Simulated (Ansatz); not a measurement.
# Electron scattering at the Σ5 (310) boundary in bcc Mo, part 2 of 3

Wanted: what the Σ5 (310) boundary in bcc Mo costs an interconnect.

Ansatz 0.2.0; Ansatz plane-wave DFT, PBEsol, PAW files; relaxation of a bicrystal slab with its lowest layers held; PAW set soft_1 (the session's first sound run).

So far. Step 2 (Relaxing the bicrystal): The largest force component on a free atom ends at 0.0084 eV/Å, under the tolerance of 0.03, after 7 steps.

### Step 3. Transmission across the boundary

Bulk layers of each grain are laid under and over the relaxed boundary, and a lead is named in the middle of each, away from the free faces. The mesh across the current, 20×20, is finer than the density's, because channels open and close sharply across the zone. Energies from -0.27 to 0.27 eV in steps of 0.036 eV cover the slope of the Fermi function at 300 K, so the program can form a conductance.

This step: Ansatz plane-wave DFT, PBEsol, PAW files; ballistic transport by layer matching (Landauer), zero bias; boundary relaxed in a short slab, bulk layers laid on; PAW set soft_1 (Ansatz 0.2.0).

System of this step: Σ5 (310) boundary in bcc Mo. The cell holds 44 atoms: 44 Mo. Its edges and angles: a = 5.219 Å, b = 3.147 Å, c = 50.916 Å, α = 90.0°, β = 90.0°, γ = 72.5°. It derives from Mo. Regions: lower grain, 18 atoms (18 Mo); boundary, 12 atoms (12 Mo); upper grain, 14 atoms (14 Mo). Vacuum lies along c.

Input file input.yaml:

```yaml
crystal:
  lattice:
    - [5.2187091076, 0.0, 0.0]
    - [0.9488562014, 3.0005467684, 0.0]
    - [0.0, 0.0, 50.9164684983]
  atoms:
    - { symbol: Mo, position: [-9.2000000002, -6.8999999999, 0.0785600439] }
    - { symbol: Mo, position: [-8.8000000002, -6.5999999999, 0.0981051696] }
    - { symbol: Mo, position: [-8.4000000001, -6.2999999999, 0.1176502954] }
    - { symbol: Mo, position: [-8.0000000001, -5.9999999999, 0.1371954212] }
    - { symbol: Mo, position: [-7.6000000001, -5.6999999999, 0.1567405469] }
    - { symbol: Mo, position: [-7.2000000001, -5.3999999999, 0.1762856727] }
    - { symbol: Mo, position: [-6.8000000001, -5.0999999999, 0.1958307984] }
    - { symbol: Mo, position: [-6.4000000001, -4.7999999999, 0.2153759242] }
    - { symbol: Mo, position: [-6.0000000001, -4.4999999999, 0.2349210499] }
    - { symbol: Mo, position: [-5.6000000001, -4.1999999999, 0.2544661757] }
    - { symbol: Mo, position: [-5.2000000001, -3.8999999999, 0.2740113014] }
    - { symbol: Mo, position: [-4.8000000001, -3.6, 0.2935564272] }
    - { symbol: Mo, position: [-4.4000000001, -3.3, 0.3131015529] }
    - { symbol: Mo, position: [-4.0, -3.0, 0.3326466787] }
    - { symbol: Mo, position: [-3.6, -2.7, 0.3521918044] }
    - { symbol: Mo, position: [-3.2, -2.4, 0.3717369302] }
    - { symbol: Mo, position: [-2.8, -2.1, 0.3912820559] }
    - { symbol: Mo, position: [-2.4, -1.8, 0.4108271817] }
    - { symbol: Mo, position: [1.0, 0.5, 0.4303723074] }
    - { symbol: Mo, position: [0.3998222011, 0.8000888994, 0.4490769941] }
    - { symbol: Mo, position: [0.8035544544, 0.0982227728, 0.4688316445] }
    - { symbol: Mo, position: [0.1972055615, 0.4013972192, 0.4885035012] }
    - { symbol: Mo, position: [0.5970872545, 0.7014563728, 0.5051098538] }
    - { symbol: Mo, position: [0.0061815934, -0.0030907967, 0.5293931722] }
    - { symbol: Mo, position: [0.6008820103, 0.6995589948, 0.553713997] }
    - { symbol: Mo, position: [0.1997639816, 0.4001180092, 0.5700690777] }
    - { symbol: Mo, position: [0.8040832442, 0.0979583779, 0.5899676104] }
    - { symbol: Mo, position: [0.3980893131, 0.8009553435, 0.6096402184] }
    - { symbol: Mo, position: [1.0003637927, 0.4998181037, 0.6284915446] }
    - { symbol: Mo, position: [0.6014043115, 0.1992978442, 0.6478081956] }
    - { symbol: Mo, position: [-2.7985956885, -2.1007021558, 0.6673533213] }
    - { symbol: Mo, position: [-3.1985956885, -2.4007021558, 0.6868984471] }
    - { symbol: Mo, position: [-3.5985956885, -2.7007021558, 0.7064435728] }
    - { symbol: Mo, position: [-3.9985956885, -3.0007021557, 0.7259886986] }
    - { symbol: Mo, position: [-4.3985956885, -3.3007021557, 0.7455338243] }
    - { symbol: Mo, position: [-4.7985956885, -3.6007021557, 0.7650789501] }
    - { symbol: Mo, position: [-5.1985956885, -3.9007021557, 0.7846240758] }
    - { symbol: Mo, position: [-5.5985956885, -4.2007021557, 0.8041692016] }
    - { symbol: Mo, position: [-5.9985956885, -4.5007021557, 0.8237143273] }
    - { symbol: Mo, position: [-6.3985956885, -4.8007021557, 0.8432594531] }
    - { symbol: Mo, position: [-6.7985956886, -5.1007021557, 0.8628045788] }
    - { symbol: Mo, position: [-7.1985956886, -5.4007021557, 0.8823497046] }
    - { symbol: Mo, position: [-7.5985956886, -5.7007021557, 0.9018948304] }
    - { symbol: Mo, position: [-7.9985956886, -6.0007021557, 0.9214399561] }
kpoints:
  mp_grid: { grid: [8, 8, 1] }
hamiltonian:
  xc: pbesol
  pseudopotentials: { kind: paw, azcp: { folder: soft_1 }, xc_functional: pbe }
scf:
  occupations: { method: fermi_dirac, width: 0.1 }
output:
  transmission:
    leads: [[10, 11], [35, 36]]
    kmesh: [20, 20]
    e_range: [-0.27, 0.27]
    de: 0.036
  write_potential: true
  write_density: true
  volumetric_format: npy
  elf: true
```

Command:

```bash
$ ansatz run input.yaml --threads 4 --pin off --max-ram 15360MiB --backend cpu --events-out ev --progress --plain --runs-dir out
```

Numbers of over 12 decimals in the logs are rounded to 6 here.

Log:

```text
[...]
Crystal: 44 atoms, lattice volume = 797.300 Å³
Basis set: ecut = 420 eV, 15675 PW (Γ)
Bands: 370, of which v1, the nominal top of the filled ones, is band 308 counted from 1 (307 counted from 0)
Symmetry: 2 space group operations
[...]
k-points: 21 of 64 (time reversal used)
[...]
SCF iter   1: F=—  HF=-215517.342355 eV  |F-HF|=—  |Δ(HF+E_count)|=         —  Δρ=1.05e-1  dr2=7.09e2  ethr=3.10e-3  ⟨swp⟩=6.2  Hψ=27826  notcnv=0
[...]
SCF iter  13: F=-215481.030477 eV  HF=-215481.030477 eV  |F-HF|=5.85e-9  |Δ(HF+E_count)|=   5.07e-8  Δρ=1.03e-6  dr2=2.14e-8  ethr=1.62e-11  ⟨swp⟩=14.0  Hψ=21877  notcnv=0
SCF 1 converged in 13 iterations: F = -215481.030477 eV  dr2 = 2.14e-8
[...]
transmission: 773 of 7659 steps passed
transmission: 1532 of 7659 steps passed
[...]
transmission: 7659 of 7659 steps passed
WARN: The output density's exchange-correlation potential varies sharply where the density is thin. Do not read a vacuum level from v_tot or v_xc, or from such a field of the output density. On a cell that repeats whose density bears no net charge and no dipole along the vacuum's axis use v_es (v_loc + v_h of the components); under efield.dipole_correction with no amplitude use v_es + v_field, which holds any externa [...]
SCF converged after 13 iterations
Free energy (F): -215481.030477 eV
[...]
Internal energy: -215479.905972 eV  (E = F + TS)
E sigma→0 (E₀):  -215480.468224 eV
Entropy (-TS):   -1.124504 eV (-25.557 meV/atom)
Fermi energy:    17.526076 eV
[...]
--- Band table (eV; the first three rows and the last of 21) ---
  k-point 0: bands = [... 304 lower, 17.2905, 17.3516, 17.3760, 17.4243, 17.4291, 17.4453, 17.4787, 17.4946, ... 58 higher]
  k-point 1: bands = [... 304 lower, 17.0217, 17.1030, 17.1934, 17.2910, 17.3278, 17.3548, 17.4273, 17.4976, ... 58 higher]
  k-point 2: bands = [... 304 lower, 16.6830, 16.8594, 16.8683, 17.0183, 17.2891, 17.4183, 17.4484, 17.6241, ... 58 higher]
  k-point 20: bands = [... 304 lower, 17.4636, 17.5006, 17.5128, 17.5674, 17.6036, 17.6486, 17.6741, 17.6921, ... 58 higher]
--- Transmission ---
  basis      : 141 plane waves across, 69 finite elements along
  points     : 111, standing for a mesh of 20 x 20
  filling    : by the input's occupations and mesh, since the crystals that have channels conduct as metals do. If one of these is a semiconductor, that mesh has misplaced its level
  energies   : 16 from -0.270000 to 0.270000 eV about the Fermi level, 0.036000 eV apart; the leads are filled to 0.000000 eV, and channels, transmission and decay are at 0.018000 eV
  crystal 0  : Mo2, at the sites [10, 11], period 1.9903 Å, over 18.91 Å; its Hamiltonian steps by up to 7.9 meV
    offset         : up to 0.0000 Å between an atom of the period and one for which it stands
    filled         : 26.0 meV under the level at which it is neutral
    channels       : 2.470000e0 a spin
    conductance    : 1.2389e15 S/m² at 300 K; may be off by some 0.0 % by where its bands' edges are placed, 4.8 % from the k-mesh, 0.7 % from the distance to neutral
    slowest decay  : 0.0272 /Å at (0.4500, 0.3000)
[...]
filled         : 26.3 meV under the level at which it is neutral
    channels       : 2.460000e0 a spin
[...]
slowest decay  : 0.0275 /Å at (0.4500, 0.3000)
  junction   : crystal 0 to crystal 1, 13.45 to 39.45 Å
    transmission   : 1.343618e0 a spin
    conductance    : 6.6849e14 S/m² at 300 K (7.0655e14 on every other point, 6.6728e14 on every other energy)
    error estimate : 0.2 % from the energy spacing and 1.2 % from band edges of the leads and from resonances (wavevectors taken as independent; lower de), 6.5 % from the k-mesh, 3.8 % from the steps of its leads' Hamiltonians or their offsets (lay more layers), 0.7 % from the distance to neutral
    resistance     : 6.8887e-4 Ω µm² beyond half of each lead's own
```

The job ended after 29 min (4 threads of Arm Neoverse V1, shared host; peak memory 9 GiB; 1.8 h of CPU time).

The column dr2 measures how far the density is from self-consistency, as an energy; F and HF (Harris–Foulkes) agree once it is small.

This step gave:

| Quantity | Value |
| --- | --- |
| free energy | -215481.0305 eV |
| energy at zero smearing | -215480.4682 eV |
| Fermi energy | 17.53 eV |
| cell area | 15.66 Å² |
| step of the lead's potential | 7.9 meV |
| ballistic conductance of the lead | 1.24e15 S/m² |
| estimated errors of the lead's conductance | 0, 4.8, 0.7 % (band edges, k-mesh, distance from neutral) |
| lead conductance per cell | 2.504 G₀ |
| step of the upper lead's potential | 9 meV |
| ballistic conductance of the upper lead | 1.24e15 S/m² |
| conductance of the junction | 6.68e14 S/m² |
| junction conductance per cell | 1.351 G₀ |
| estimated errors of the junction's conductance | 0.2, 1.2, 6.5, 3.8, 0.7 % (energy step, band edges, k-mesh, leads' steps, distance from neutral) |
| area resistance that the stack adds (contact term taken off, spin by spin) | 0.6889 fΩ m² |

Per spin. Table of transmission, zone mean by energy, zero at the Fermi level:

```csv
energy (eV),"transmission, zone mean"
-0.270,1.30
-0.234,1.29
-0.198,1.28
-0.162,1.29
-0.126,1.30
-0.090,1.31
-0.054,1.33
-0.018,1.35
0.018,1.34
0.054,1.36
0.090,1.40
0.126,1.43
0.162,1.48
0.198,1.53
0.234,1.59
0.270,1.64
```

Per spin. Open channels, zone mean against energy, zero at the Fermi level:

| energy (eV) | lead | upper lead |
| --- | --- | --- |
| -0.270 | 2.46 | 2.46 |
| -0.234 | 2.48 | 2.48 |
| -0.198 | 2.48 | 2.48 |
| -0.162 | 2.49 | 2.49 |
| -0.126 | 2.5 | 2.5 |
| -0.090 | 2.50 | 2.50 |
| -0.054 | 2.48 | 2.48 |
| -0.018 | 2.50 | 2.50 |
| 0.018 | 2.47 | 2.46 |
| 0.054 | 2.56 | 2.57 |
| 0.090 | 2.61 | 2.61 |
| 0.126 | 2.67 | 2.67 |
| 0.162 | 2.73 | 2.73 |
| 0.198 | 2.92 | 2.92 |
| 0.234 | 3.06 | 3.06 |
| 0.270 | 3.15 | 3.16 |

Transmission over k1 and k2. At -0.0180 eV from the Fermi level (the log's summary may quote the solved energy on the other side of it).

Ten even steps from '_' (0.00) to '@' (4.35):
```
::--====----====--::----====----====----
..::::--..--::::..::::--::::::::::--::::
____________________....__----__....____
..............______..............______
________________________....____________
..........____..::::__......__::::..____
........::..::::::==--::::--==::::::..::
======++**++==********==********==++**++
++++##****==++**##%%@@@@%%##**++==****##
######**++++****@@@@@@@@@@****++++**####
++##****==++**##%%@@@@%%##**++==****##++
==++**++==********==********==++**++====
..::..::::::==--::::--==::::::..::......
..____..::::__......__::::..____........
______________....______________________
..______..............______............
______....__----__....__________________
..::::--::::::::::--::::..::::--..--::::
::----====----====----::--====----====--
::--======--======--::--======--======--
```
Columns: k1 (b1) from -0.5 to 0.45; rows upwards: k2 (b2) from -0.5 to 0.45.

Open channels over k1 and k2. At -0.0180 eV from the Fermi level (the log's summary may quote the solved energy on the other side of it).

Values, 12 rows by 16 columns, each cell a mean:
```
2.12 2.60 2.84 2.84 3.40 2.60 2.60 2.12 3.00 2.84 2.60 2.28 2.60 2.76 3.00 2.68
0.72 1.20 1.32 1.08 1.36 0.96 0.48 0.40 1.44 1.52 1.76 1.84 1.36 1.20 0.84 0.60
1.00 1.00 1.00 1.00 1.00 1.00 0.40 0.48 1.08 1.40 1.40 1.40 1.32 0.60 0.36 0.92
1.40 1.40 1.40 1.40 1.40 1.64 2.00 1.84 1.40 1.40 1.40 1.72 1.52 2.00 1.64 1.40
3.80 3.88 4.24 4.40 3.64 4.04 4.40 4.08 3.80 3.80 3.80 4.44 4.24 3.68 4.16 4.56
5.72 6.12 5.40 5.00 4.68 5.00 5.36 5.12 5.48 5.24 5.24 5.00 4.92 4.76 5.36 6.40
4.80 5.36 4.76 4.12 5.00 4.84 4.60 4.60 4.60 4.76 5.00 4.68 4.20 5.00 5.12 4.72
2.24 2.40 2.40 2.40 2.52 2.68 2.20 2.20 2.32 2.72 2.60 2.28 2.24 2.40 2.28 2.20
1.00 1.00 0.88 1.28 1.00 1.00 1.00 1.00 1.00 0.92 1.16 1.08 1.00 1.00 1.00 1.00
0.60 0.36 0.24 0.88 1.68 2.00 1.76 1.60 0.80 0.00 0.36 0.92 1.00 1.00 1.00 1.00
1.64 2.04 2.52 2.12 1.92 1.84 2.08 2.48 2.40 1.68 1.80 1.96 2.56 2.00 2.24 2.00
2.20 3.00 3.00 3.48 3.12 3.36 3.00 3.00 2.44 2.76 3.00 3.48 3.52 3.60 3.00 3.00
```
Columns: k1 (b1) from -0.5 to 0.45; rows upwards: k2 (b2) from -0.5 to 0.45.

Valence density in the cb plane at fractional x = 0.000, with atoms of Mo within 0.2 Å of it. It is the smooth field of the valence electrons, not physical close to the nuclei.

Ten even steps from '0' (0.0 e/Å³) to '9' (7.0 e/Å³), each cell a mean:
```
00003796200000000000000000000003796200000000
00001232000000000001100000000001232000000000
00000000000000000136520000000000000000000000
00000000000000000169941000000000000000000000
00000000000000000159841000000000000000000000
00000111000000000013310000000000111000000000
00002564100000000000000000000002564100000000
00004897200000000000000000000003897200000000
```
Columns run along c (16.0 Å, from fractional 0.69 to 1.00 of the cell), rows up along b (3.1 Å). Atoms in or near the plane, at fractional coordinates: Mo at (0.73, 0.00), Mo at (0.82, 0.50), Mo at (0.92, 0.00).

Electrostatic potential energy in the cb plane at fractional x = 0.000, with atoms of Mo within 0.2 Å of it. With pseudopotentials it is smooth inside the atoms' cores, unlike the true potential.

Values in eV, 5 rows by 16 columns, each cell a mean:
```
 17  -8 -38  11  14  11  14  11  14  11  17 -17 -32  14  21  21
 12  13   6  15  12  16  -8 -29  14  14  13  12   8  19  21  21
  7  17  17  14   9  17 -20 -45  11  13   9  18  17  20  21  21
 14   8  -7  15  13  15   1 -14  15  14  15   5  -3  18  21  21
 17 -14 -46   9  14   9  17  16  14  10  17 -23 -40  13  20  21
```
Columns run along c (16.0 Å, from fractional 0.69 to 1.00 of the cell; values clipped at the 3rd and 97th percentile), rows up along b (3.1 Å). Atoms in or near the plane, at fractional coordinates: Mo at (0.73, 0.00), Mo at (0.82, 0.50), Mo at (0.92, 0.00).

ELF in the cb plane at fractional x = 0.000, with atoms of Mo within 0.2 Å of it. It is the smooth field of the valence electrons, not physical close to the nuclei.

Ten even steps from '0' (0.00) to '9' (0.70), each cell a mean:
```
45438989535533323543345323345537989720000000
44444786445444334434434433444545787521100000
32343223443334554489973454432344333333210000
32246545532233553596894464332245444555321000
32245334542233553598983464332245333444321000
33443443344334444367753444433444455322110000
45536999535543334432234323345546999621000000
46438869635533323554465223335538969820000000
```
Columns run along c (16.0 Å, from fractional 0.69 to 1.00 of the cell), rows up along b (3.1 Å). Atoms in or near the plane, at fractional coordinates: Mo at (0.73, 0.00), Mo at (0.82, 0.50), Mo at (0.92, 0.00).

The larger of the two leads' potential steps is 9 meV from period to period, small in itself. The program estimates the junction's conductance to 6.5 % from the k-mesh, 0.7 % from the leads' distance from neutral and 3.8 % from their steps.

By hand: 1/G − 1/G_lead = 1/0.6685 − 1/1.239 = 0.689 fΩ m² with G in 10¹⁵ S/m².

### Step 4. Specific resistance

This step: Ansatz plane-wave DFT, PBEsol, PAW files; ballistic transport by layer matching (Landauer), zero bias; specific resistance of the boundary; PAW set soft_1 (Ansatz 0.2.0).

This step gave:

| Quantity | Value |
| --- | --- |
| area resistance | 0.6963 fΩ m² |
| T over the leads' mean channel count | 0.5352 |

Averaged over the energies near the Fermi level, 53.5 % of the channels pass, which makes 0.696 fΩ m².

By hand, with T and the leads' channels N averaged over the energies near the Fermi level: RA = A (h/2e²)(1/T − ½[1/N₁ + 1/N₂]) = 15.66×10⁻²⁰ m² × 12 906 Ω × (1/1.349 − ½[1/2.521 + 1/2.521]) = 0.696 fΩ m².

(Part 2 of 3 ends here.)

[Logs are printed without paths, hosts, clocks, repeated set-up lines and the standing remarks that a program may print on its own settings, such as how far it seeks lower states.]

[Hosts, paths, dates, database ids (printed as entryN), source tags and the programs' standing remarks are cut or masked in the printed files.]
